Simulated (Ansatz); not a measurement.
# B on Pd(111): change of the work function

Wanted: Δφ(θ) for B/Pd(111), starting from the fcc site.

Program: Ansatz 0.2.0. Level of theory: plane-wave DFT, PBE, Ansatz PAW. Values are calculated unless marked as measured.

### Step 1. Starting point

The cell holds 4 atoms: 4 Pd. Its edges and angles: a = 2.751 Å, b = 2.751 Å, c = 24.738 Å, α = 90.0°, β = 90.0°, γ = 60.0°. Vacuum lies along c.

### Step 2. The clean slab

The bare slab comes first, as the zero from which every change is counted. The two lowest layers are held at bulk places and the upper ones relax. The dipole correction removes the false field that a one-sided slab makes across the periodic vacuum, so each face gets a flat vacuum level of its own.

The input, input.yaml:

```yaml
crystal:
  lattice:
    - [2.7506453788, 0.0, 0.0]
    - [1.3753226894, 2.3821287749, 0.0]
    - [0.0, 0.0, 24.7376776414]
  atoms:
    - { symbol: Pd, position: [0.0, 0.0, 0.3638174986] }
    - { symbol: Pd, position: [0.3333333333, 0.3333333333, 0.4546058329] }
    - { symbol: Pd, position: [0.6666666667, 0.6666666667, 0.5453941671] }
    - { symbol: Pd, position: [0.0, 0.0, 0.6361825014] }
kpoints:
  mp_grid: { grid: [12, 12, 1] }
hamiltonian:
  xc: pbe
scf:
  occupations: { method: fermi_dirac, width: 0.1 }
  convergence: { dr2_threshold: 1.0e-08 }
efield:
  axis: 3
  dipole_correction: true
  ramp_position: 0.97
  ramp_width: 0.06
relax:
  f_tol: 0.02
  max_steps: 60
  constraints: [{ sites: [0, 1] }]
output:
  write_potential: true
  write_density: true
  volumetric_format: npy
```

Command:

```bash
$ ansatz run input.yaml --threads 4 --pin off --max-ram 16384MiB --backend cpu --events-out ev --progress --plain --runs-dir out
```

Output:

```text
Engine: ansatz 0.2.0, aarch64-unknown-linux-gnu
Pseudopotentials: kind: paw
Pseudopotential: Pd, paw, valence charge 18, recommended cutoff 420 eV (normal), Pd.paw.azcp
Functional definition: PBE
  parameter kappa = 0.804
  parameter beta = 0.066725
  exchange = pbe_x(kappa = kappa, mu = beta*pi^2/3)
  correlation = pbe_c(beta = beta)
Crystal: 4 atoms, lattice volume = 162.091 Å³
Basis set: ecut = 420 eV, 3173 PW (Γ), exchange–correlation on 40×40×360 points (8 copies of the dense FFT grid, shifted against one another)
Bands: 44, of which v1, the nominal top of the filled ones, is band 36 counted from 1 (35 counted from 0)
Symmetry: 6 space group operations
k-points: 19 of 144 (time reversal used)
Non-local potential: Pd, projectors of the file, l = 0: 2, l = 1: 2, l = 2: 2, l = 3: 1
PAW form: soft (Blöchl's): semilocal exchange-correlation on the pseudo side does not see the compensation charge
PAW one-centre angular grid: Pd, 590 points (default); XC on 64 Gauss nodes
Initial density: superposition of atomic densities (neutral atoms: chi_scale 0, normalization atom), corrected by the library's trained network
Initial wavefunctions: pseudopotential atomic-orbital guess
Functional: x = pbe(κ = 0.804, μ = 0.219515), c = pbe(β = 0.066725)
SCF iter   1: F=—  HF=-27890.455168 eV  |F-HF|=—  |Δ(HF+E_count)|=         —  Δρ=1.07e-2  dr2=1.28e0  ethr=1.77e-3  p=0.000 e·Å  D=6.33e-14 V/Å  ΔV_dip=-0.00 eV  dr2_dipole=3.98e-8  V_vac-E_F(+/−)=4.91/4.91 eV  ⟨swp⟩=8.8  Hψ=3801  notcnv=0  defer=5
efield: sawtooth ramp at fractional position 0.9700 (set: `efield.ramp_position`, or a place that a band, a saddle search or an elastic batch's reference lends), width 0.0600; the density the first Hamiltonian is built on has a dipole p = 0.000 e·Å; the dipole correction subtracts the counter field D = 6.33e-14 V/Å, which shifts the + side's vacuum level by -0.00 eV against the − side's; the planar-averaged density in the ramp window peaks in size at 1.0e-5 e/Å³
preconditioner: auto → LDOS  [metal: Δε(μ)=0.013 eV  Ē_g=7.392 eV  σ=0.100 eV  W_gap=0.03  n_scr=18 (ndim 8)  ℏωp=18.4 eV  f_vac=0.591  D(μ)=8.60/eV (n_scr^D=102)  β→1.0]
SCF iter   2: F=—  HF=-27890.433596 eV  |F-HF|=—  |Δ(HF+E_count)|=   2.16e-2  Δρ=7.31e-3  dr2=1.75e-1  ethr=1.77e-3  p=0.000 e·Å  D=1.46e-6 V/Å  ΔV_dip=-0.00 eV  dr2_dipole=8.34e-8  V_vac-E_F(+/−)=5.24/5.24 eV  ⟨swp⟩=2.3  Hψ=1056  notcnv=0  defer=19
SCF iter   3: F=—  HF=-27890.425873 eV  |F-HF|=—  |Δ(HF+E_count)|=   7.72e-3  Δρ=2.98e-3  dr2=1.13e-1  ethr=2.44e-4  p=-0.000 e·Å  D=-3.12e-6 V/Å  ΔV_dip=0.00 eV  dr2_dipole=6.87e-8  V_vac-E_F(+/−)=5.17/5.17 eV  ⟨swp⟩=2.2  Hψ=1106  notcnv=0  defer=23
SCF iter   4: F=—  HF=-27890.422750 eV  |F-HF|=—  |Δ(HF+E_count)|=   3.12e-3  Δρ=6.69e-4  dr2=1.33e-3  ethr=1.57e-4  p=-0.000 e·Å  D=-9.11e-6 V/Å  ΔV_dip=0.00 eV  dr2_dipole=1.17e-8  V_vac-E_F(+/−)=5.25/5.25 eV  ⟨swp⟩=1.6  Hψ=832  notcnv=0  defer=23
SCF iter   5: F=—  HF=-27890.423193 eV  |F-HF|=—  |Δ(HF+E_count)|=   4.43e-4  Δρ=1.74e-4  dr2=5.12e-5  ethr=1.85e-6  p=-0.000 e·Å  D=-1.21e-6 V/Å  ΔV_dip=0.00 eV  dr2_dipole=2.43e-10  V_vac-E_F(+/−)=5.25/5.25 eV  ⟨swp⟩=2.1  Hψ=1258  notcnv=0  defer=23
SCF iter   6: F=—  HF=-27890.423233 eV  |F-HF|=—  |Δ(HF+E_count)|=   3.95e-5  Δρ=4.92e-5  dr2=8.06e-6  ethr=7.11e-8  p=-0.000 e·Å  D=-9.74e-7 V/Å  ΔV_dip=0.00 eV  dr2_dipole=6.60e-11  V_vac-E_F(+/−)=5.24/5.24 eV  ⟨swp⟩=2.5  Hψ=1397  notcnv=0  defer=23
SCF iter   7: F=—  HF=-27890.423234 eV  |F-HF|=—  |Δ(HF+E_count)|=   1.15e-6  Δρ=1.81e-5  dr2=4.03e-7  ethr=1.12e-8  p=-0.000 e·Å  D=-6.48e-7 V/Å  ΔV_dip=0.00 eV  dr2_dipole=1.00e-11  V_vac-E_F(+/−)=5.24/5.24 eV  ⟨swp⟩=3.2  Hψ=1510  notcnv=0  defer=20
SCF iter   8: F=—  HF=-27890.423235 eV  |F-HF|=—  |Δ(HF+E_count)|=   1.67e-6  Δρ=6.07e-6  dr2=5.44e-8  ethr=5.59e-10  p=-0.000 e·Å  D=-2.98e-7 V/Å  ΔV_dip=0.00 eV  dr2_dipole=2.98e-13  V_vac-E_F(+/−)=5.24/5.24 eV  ⟨swp⟩=2.6  Hψ=1458  notcnv=0  defer=20
SCF iter   9: F=-27890.423236 eV  HF=-27890.423236 eV  |F-HF|=1.10e-8  |Δ(HF+E_count)|=   2.61e-7  Δρ=1.39e-6  dr2=5.24e-9  ethr=1.39e-11  p=-0.000 e·Å  D=-1.17e-7 V/Å  ΔV_dip=0.00 eV  dr2_dipole=1.01e-13  V_vac-E_F(+/−)=5.24/5.24 eV  ⟨swp⟩=9.9  Hψ=5869  notcnv=0
SCF 1 converged in 9 iterations: F = -27890.423236 eV  dr2 = 5.24e-9
  greatest PAW one-centre occupation: 0.999 electrons in one spin orbital (limit 2), on the Pd atom at site 3 (counted from 0), in its partial waves of l = 0
relax step   1: F+E_penalty+E_count = -27890.42323570 eV  Δ(F+E_penalty+E_count) = +0.000e0 eV  max|allowed force component| = 3.166e-1 eV/Å  Δτ_max = 0.0000 Å  (9 SCF iters, accepted)
Initial density: handed on by an earlier stage of this run
Initial wavefunctions: those handed on with the density
iter 1 solved again at ethr=2.12e-4 eV; its pass at ethr=3.10e-3 eV (dr2=1.53e-1 eV) is discarded
SCF iter   1: F=—  HF=-27890.473008 eV  |F-HF|=—  |Δ(HF+E_count)|=         —  Δρ=1.03e-2  dr2=1.69e-1  ethr=2.12e-4  p=-0.000 e·Å  D=-1.13e-6 V/Å  ΔV_dip=0.00 eV  dr2_dipole=2.24e-3  V_vac-E_F(+/−)=5.27/5.27 eV  ⟨swp⟩=1.9  Hψ=3276  notcnv=0  defer=23
efield: sawtooth ramp at fractional position 0.9700 (set: `efield.ramp_position`, or a place that a band, a saddle search or an elastic batch's reference lends), width 0.0600; the density the first Hamiltonian is built on has a dipole p = -0.000 e·Å; the dipole correction subtracts the counter field D = -1.13e-6 V/Å, which shifts the + side's vacuum level by +0.00 eV against the − side's; the planar-averaged density in the ramp window peaks in size at 5.9e-6 e/Å³
preconditioner: auto → LDOS  [metal: Δε(μ)=0.027 eV  Ē_g=7.480 eV  σ=0.100 eV  W_gap=0.07  n_scr=18 (ndim 8)  ℏωp=18.4 eV  f_vac=0.586  D(μ)=8.63/eV (n_scr^D=102)  β→1.0]
SCF iter   2: F=—  HF=-27890.485252 eV  |F-HF|=—  |Δ(HF+E_count)|=   1.22e-2  Δρ=8.04e-3  dr2=2.31e-1  ethr=2.12e-4  p=0.009 e·Å  D=1.02e-2 V/Å  ΔV_dip=-0.25 eV  dr2_dipole=2.06e-2  V_vac-E_F(+/−)=5.00/5.25 eV  ⟨swp⟩=3.1  Hψ=1628  notcnv=0  defer=23
SCF iter   3: F=—  HF=-27890.436922 eV  |F-HF|=—  |Δ(HF+E_count)|=   4.83e-2  Δρ=1.43e-3  dr2=7.38e-3  ethr=2.12e-4  p=-0.000 e·Å  D=-2.15e-5 V/Å  ΔV_dip=0.00 eV  dr2_dipole=1.42e-3  V_vac-E_F(+/−)=5.26/5.25 eV  ⟨swp⟩=2.2  Hψ=1432  notcnv=0  defer=23
SCF iter   4: F=—  HF=-27890.436362 eV  |F-HF|=—  |Δ(HF+E_count)|=   5.60e-4  Δρ=7.26e-4  dr2=1.35e-3  ethr=1.03e-5  p=-0.000 e·Å  D=-2.56e-4 V/Å  ΔV_dip=0.01 eV  dr2_dipole=1.69e-4  V_vac-E_F(+/−)=5.26/5.25 eV  ⟨swp⟩=2.6  Hψ=1517  notcnv=0  defer=23
[...]
SCF iter   9: F=—  HF=-27890.436094 eV  |F-HF|=—  |Δ(HF+E_count)|=   1.66e-6  Δρ=6.83e-6  dr2=2.04e-7  ethr=3.69e-9  p=-0.001 e·Å  D=-1.18e-3 V/Å  ΔV_dip=0.03 eV  dr2_dipole=1.91e-9  V_vac-E_F(+/−)=5.28/5.25 eV  ⟨swp⟩=1.6  Hψ=936  notcnv=0  defer=23
SCF iter  10: F=—  HF=-27890.436094 eV  |F-HF|=—  |Δ(HF+E_count)|=   1.41e-7  Δρ=2.36e-6  dr2=2.45e-8  ethr=2.83e-10  p=-0.001 e·Å  D=-1.18e-3 V/Å  ΔV_dip=0.03 eV  dr2_dipole=5.00e-10  V_vac-E_F(+/−)=5.28/5.25 eV  ⟨swp⟩=1.9  Hψ=1008  notcnv=0  defer=23
SCF iter  11: F=-27890.436094 eV  HF=-27890.436094 eV  |F-HF|=3.60e-9  |Δ(HF+E_count)|=   2.10e-8  Δρ=9.21e-7  dr2=4.42e-9  ethr=1.39e-11  p=-0.001 e·Å  D=-1.17e-3 V/Å  ΔV_dip=0.03 eV  dr2_dipole=6.45e-12  V_vac-E_F(+/−)=5.28/5.25 eV  ⟨swp⟩=9.1  Hψ=5455  notcnv=0
SCF 2 converged in 11 iterations: F = -27890.436094 eV  dr2 = 4.42e-9
  greatest PAW one-centre occupation: 0.999 electrons in one spin orbital (limit 2), on the Pd atom at site 0 (counted from 0), in its partial waves of l = 0
relax step   2: F+E_penalty+E_count = -27890.43609399 eV  Δ(F+E_penalty+E_count) = -1.286e-2 eV  max|allowed force component| = 1.195e-1 eV/Å  Δτ_max = 0.1491 Å  (11 SCF iters, accepted)
SCF iter   1: F=—  HF=-27890.441862 eV  |F-HF|=—  |Δ(HF+E_count)|=         —  Δρ=3.46e-3  dr2=5.32e-2  ethr=1.86e-4  p=-0.001 e·Å  D=-1.17e-3 V/Å  ΔV_dip=0.03 eV  dr2_dipole=1.25e-2  V_vac-E_F(+/−)=5.27/5.24 eV  ⟨swp⟩=3.7  Hψ=1882  notcnv=0  defer=23
efield: sawtooth ramp at fractional position 0.9700 (set: `efield.ramp_position`, or a place that a band, a saddle search or an elastic batch's reference lends), width 0.0600; the density the first Hamiltonian is built on has a dipole p = -0.001 e·Å; the dipole correction subtracts the counter field D = -1.17e-3 V/Å, which shifts the + side's vacuum level by +0.03 eV against the − side's; the planar-averaged density in the ramp window peaks in size at 4.1e-6 e/Å³
preconditioner: auto → LDOS  [metal: Δε(μ)=0.005 eV  Ē_g=7.445 eV  σ=0.100 eV  W_gap=0.01  n_scr=18 (ndim 8)  ℏωp=18.4 eV  f_vac=0.586  D(μ)=8.75/eV (n_scr^D=102)  β→1.0]
SCF iter   2: F=—  HF=-27890.442574 eV  |F-HF|=—  |Δ(HF+E_count)|=   7.12e-4  Δρ=2.46e-3  dr2=2.49e-2  ethr=7.39e-5  p=-0.004 e·Å  D=-4.16e-3 V/Å  ΔV_dip=0.10 eV  dr2_dipole=3.71e-3  V_vac-E_F(+/−)=5.35/5.25 eV  ⟨swp⟩=2.0  Hψ=1476  notcnv=0  defer=23
SCF iter   3: F=—  HF=-27890.438246 eV  |F-HF|=—  |Δ(HF+E_count)|=   4.33e-3  Δρ=5.40e-4  dr2=2.62e-3  ethr=3.45e-5  p=-0.001 e·Å  D=-7.90e-4 V/Å  ΔV_dip=0.02 eV  dr2_dipole=6.99e-4  V_vac-E_F(+/−)=5.27/5.25 eV  ⟨swp⟩=2.0  Hψ=1237  notcnv=0  defer=23
SCF iter   4: F=—  HF=-27890.438154 eV  |F-HF|=—  |Δ(HF+E_count)|=   9.19e-5  Δρ=2.67e-4  dr2=2.39e-4  ethr=3.64e-6  p=-0.001 e·Å  D=-8.37e-4 V/Å  ΔV_dip=0.02 eV  dr2_dipole=2.30e-5  V_vac-E_F(+/−)=5.27/5.25 eV  ⟨swp⟩=2.1  Hψ=1201  notcnv=0  defer=23
SCF iter   5: F=—  HF=-27890.438115 eV  |F-HF|=—  |Δ(HF+E_count)|=   3.93e-5  Δρ=6.91e-5  dr2=2.80e-5  ethr=3.32e-7  p=-0.001 e·Å  D=-7.61e-4 V/Å  ΔV_dip=0.02 eV  dr2_dipole=4.25e-6  V_vac-E_F(+/−)=5.27/5.25 eV  ⟨swp⟩=2.0  Hψ=1164  notcnv=0  defer=23
SCF iter   6: F=—  HF=-27890.438114 eV  |F-HF|=—  |Δ(HF+E_count)|=   9.50e-7  Δρ=3.89e-5  dr2=5.54e-6  ethr=3.89e-8  p=-0.001 e·Å  D=-7.43e-4 V/Å  ΔV_dip=0.02 eV  dr2_dipole=8.65e-8  V_vac-E_F(+/−)=5.27/5.25 eV  ⟨swp⟩=2.1  Hψ=1071  notcnv=0  defer=23
SCF iter   7: F=—  HF=-27890.438111 eV  |F-HF|=—  |Δ(HF+E_count)|=   3.36e-6  Δρ=2.05e-5  dr2=2.14e-6  ethr=7.70e-9  p=-0.001 e·Å  D=-7.64e-4 V/Å  ΔV_dip=0.02 eV  dr2_dipole=1.72e-12  V_vac-E_F(+/−)=5.27/5.25 eV  ⟨swp⟩=1.5  Hψ=905  notcnv=0  defer=23
SCF iter   8: F=—  HF=-27890.438111 eV  |F-HF|=—  |Δ(HF+E_count)|=   1.22e-7  Δρ=8.82e-6  dr2=3.83e-7  ethr=2.97e-9  p=-0.001 e·Å  D=-7.82e-4 V/Å  ΔV_dip=0.02 eV  dr2_dipole=8.94e-11  V_vac-E_F(+/−)=5.27/5.25 eV  ⟨swp⟩=1.6  Hψ=876  notcnv=0  defer=23
SCF iter   9: F=—  HF=-27890.438111 eV  |F-HF|=—  |Δ(HF+E_count)|=   1.20e-7  Δρ=2.88e-6  dr2=3.25e-8  ethr=5.32e-10  p=-0.001 e·Å  D=-7.82e-4 V/Å  ΔV_dip=0.02 eV  dr2_dipole=1.32e-10  V_vac-E_F(+/−)=5.27/5.25 eV  ⟨swp⟩=1.4  Hψ=891  notcnv=0  defer=23
SCF iter  10: F=-27890.438111 eV  HF=-27890.438111 eV  |F-HF|=9.09e-9  |Δ(HF+E_count)|=   6.31e-8  Δρ=1.12e-6  dr2=4.80e-9  ethr=1.39e-11  p=-0.001 e·Å  D=-7.77e-4 V/Å  ΔV_dip=0.02 eV  dr2_dipole=2.32e-11  V_vac-E_F(+/−)=5.27/5.25 eV  ⟨swp⟩=9.2  Hψ=5451  notcnv=0
SCF 3 converged in 10 iterations: F = -27890.438111 eV  dr2 = 4.80e-9
relax step   3: F+E_penalty+E_count = -27890.43811104 eV  Δ(F+E_penalty+E_count) = -2.017e-3 eV  max|allowed force component| = 1.002e-2 eV/Å  Δτ_max = 0.0431 Å  (10 SCF iters, accepted)
NSCF: frozen V_eff on 19 k-points
the band table was solved once a step of the walk had ended and its energy, with any forces and stress, was formed, with the checks that follow a solve (4651 applications of the Hamiltonian). They found nothing against the state; the energy, forces and stress were not computed again (output.eigenvalues in the input reference)
WARN: The input density's exchange-correlation potential varies sharply where the density is thin. Do not read a vacuum level from v_tot or v_xc, or from such a field of the output density. On a cell that repeats whose density bears no net charge and no dipole along the vacuum's axis use v_es (v_loc + v_h of the components); under efield.dipole_correction with no amplitude use v_es + v_field, which holds any external [...]
SCF converged after 10 iterations
Free energy (F): -27890.438111 eV
Harris-Foulkes:  -27890.438111 eV  (|F-HF|=9.09e-9)
Internal energy: -27890.160758 eV  (E = F + TS)
E sigma→0 (E₀):  -27890.299434 eV
Entropy (-TS):   -0.277353 eV (-69.338 meV/atom)
Fermi energy:    3.865219 eV
Dipole field:    D = -0.000784 V/Å  (p = -0.000703 e·Å, saw-weighted, corrected)
Work function:   Φ+ = 5.2682 eV   Φ− = 5.2488 eV
Levels:          The Fermi level and band energies are counted from a zero that moves with the ramp; work functions are not
--- Per-component energies (eV) ---
  E_band       = -1676.700701
  E_kinetic    = 2053.458324
  E_local      = -127765.328557  (includes V_loc(G=0)·N_el)
  E_nonlocal   = 869.748791
  E_hartree    = 62664.014762
  E_xc         = -672.789627
  E_vxc        = -843.766960  (∫ρ·V_xc dr)
  E_paw        = -15001.631602  (= ΣΔE_a)
  E_vpaw       = -1318.850886  (= ΣTr[D̂ρ^β])
  E_aug_tail   = 0.000881  (compensation charges beyond the density's cutoff)
  E_efield     = 0.000000  (sawtooth field / dipole correction)
  E_vefield    = 0.002175  (∫n·V_field dr)
  E_ewald      = 49962.366270
  E_smearing   = -0.277353  (= −TS)
  E_closure    = -0.000000  (closes the sum)
  Σ components = -27890.438111   (vs F -27890.438111, Δ=0.00e0)
--- Forces (eV/Å), atoms counted from 1 ---
  atom   1  Pd     0.00000000    -0.00000000    -0.31322260
  atom   2  Pd    -0.00000000    -0.00000000     0.30972277
  atom   3  Pd     0.00000000     0.00000000    -0.00649868
  atom   4  Pd     0.00000000     0.00000000     0.01001665
  max |Σ_I F_I| component: 1.81e-5 eV/Å
--- Band table (eV; the first three rows and the last of 19) ---
  k-point 0: bands = [... 32 lower, 2.6989, 2.9476, 2.9476, 3.4679, 3.4679, 3.7710, 3.7710, 4.2819, ... 4 higher]
  k-point 1: bands = [... 32 lower, 2.6192, 2.9508, 2.9602, 3.1225, 3.4642, 3.5262, 3.7785, 4.8762, ... 4 higher]
  k-point 2: bands = [... 32 lower, 2.5130, 2.5291, 2.9094, 2.9320, 3.4494, 3.7948, 4.0102, 5.8227, ... 4 higher]
  k-point 18: bands = [... 32 lower, 3.3435, 3.5770, 3.6104, 3.6222, 10.1875, 10.3728, 10.3815, 11.0947, ... 4 higher]
--- Relaxed structure (3 steps of the walk, 3 accepted, 0 SCFs on fresh bases) ---
  F+E_penalty+E_count = -27890.43811104 eV   max|allowed force component| = 1.002e-2 eV/Å
  atoms:
    - { symbol: Pd, position: [0.0, 0.0, 0.3638174986] }
    - { symbol: Pd, position: [0.333333, 0.333333, 0.454606] }
    - { symbol: Pd, position: [0.666667, 0.666667, 0.547339] }
    - { symbol: Pd, position: [0, 0, 0.640465] }
```

Wall time 10 s (4 threads of Arm Neoverse V1, shared host); peak memory 0.49 GiB.

The steps of the relaxation:

| step | energy less that of the first step (eV) | largest force component (eV/Å) |
| --- | --- | --- |
| 1 | 0.0000 | 0.3166 |
| 2 | -0.0129 | 0.1195 |
| 3 | -0.0149 | 0.0100 |

Forces are held to the 6 operations that the program found; a distortion that breaks them can't arise in this run.

The atoms that moved most (Å):

| atom | dx | dy | dz | length |
| --- | --- | --- | --- | --- |
| Pd4 | 0.000 | 0.000 | 0.106 | 0.106 |
| Pd3 | 0.000 | 0.000 | 0.048 | 0.048 |

Final coordinates:

```xyz
4
Lattice="2.7506 0.0000 0.0000 1.3753 2.3821 0.0000 0.0000 0.0000 24.7377" Properties=species:S:1:pos:R:3
Pd    0.0000    0.0000    9.0000
Pd    1.3753    0.7940   11.2459
Pd    2.7506    1.5881   13.5399
Pd    0.0000    0.0000   15.8436
```

Read from the output:

| Item | Value |
| --- | --- |
| energy at zero smearing | -27890.2994 eV |
| work function, upper face | 5.268 eV |
| dipole along the normal | -7.03e-4 e·Å |

Running mean over 2.246 Å of the planar mean; the ramp of the sawtooth is left out. Electron's electrostatic potential energy less the Fermi level against z:

| z (Å) | electron's electrostatic potential energy less the Fermi level (eV) |
| --- | --- |
| 3.5 | 5.25 |
| 4.0 | 5.25 |
| 4.5 | 5.25 |
| 5.0 | 5.25 |
| 5.5 | 5.23 |
| 6.0 | 5.19 |
| 6.5 | 5.04 |
| 7.0 | 4.40 |
| 7.5 | 1.79 |
| 8.0 | -3.11 |
| 8.5 | -7.03 |
| 9.0 | -8.25 |
| 9.5 | -8.43 |
| 10.0 | -8.48 |
| 10.5 | -8.52 |
| 11.0 | -8.56 |
| 11.5 | -8.51 |
| 12.0 | -8.24 |
| 12.5 | -8.12 |
| 13.0 | -8.35 |
| 13.5 | -8.50 |
| 14.0 | -8.28 |
| 14.5 | -7.92 |
| 15.0 | -7.94 |
| 15.5 | -8.20 |
| 16.0 | -8.01 |
| 16.5 | -6.08 |
| 17.0 | -1.45 |
| 17.5 | 2.94 |
| 18.0 | 4.73 |
| 18.5 | 5.13 |
| 19.0 | 5.23 |
| 19.5 | 5.26 |
| 20.0 | 5.27 |
| 20.5 | 5.27 |
| 21.0 | 5.27 |
| 21.5 | 5.27 |

The relaxation took 3 steps and lowered the energy by 0.015 eV; the largest force on the free atoms ends at 0.010 eV/Å.

The work function of the upper face is 5.27 eV.

[end of part 1 of 4]

[Long decimals in the printed logs are rounded to 6 places.]

[Logs are printed without paths, hosts, clocks, repeated set-up lines and the standing remarks that a program may print on its own settings, such as how far it seeks lower states.]

[Hosts, paths, dates, database ids (printed as entryN), source tags and the programs' standing remarks are cut or masked in the printed files.]

[Maps of the electrostatic potential energy from Ansatz leave out the sawtooth potential of an applied field or a dipole correction, so their vacuum need not be flat; planar profiles and work functions include it.]
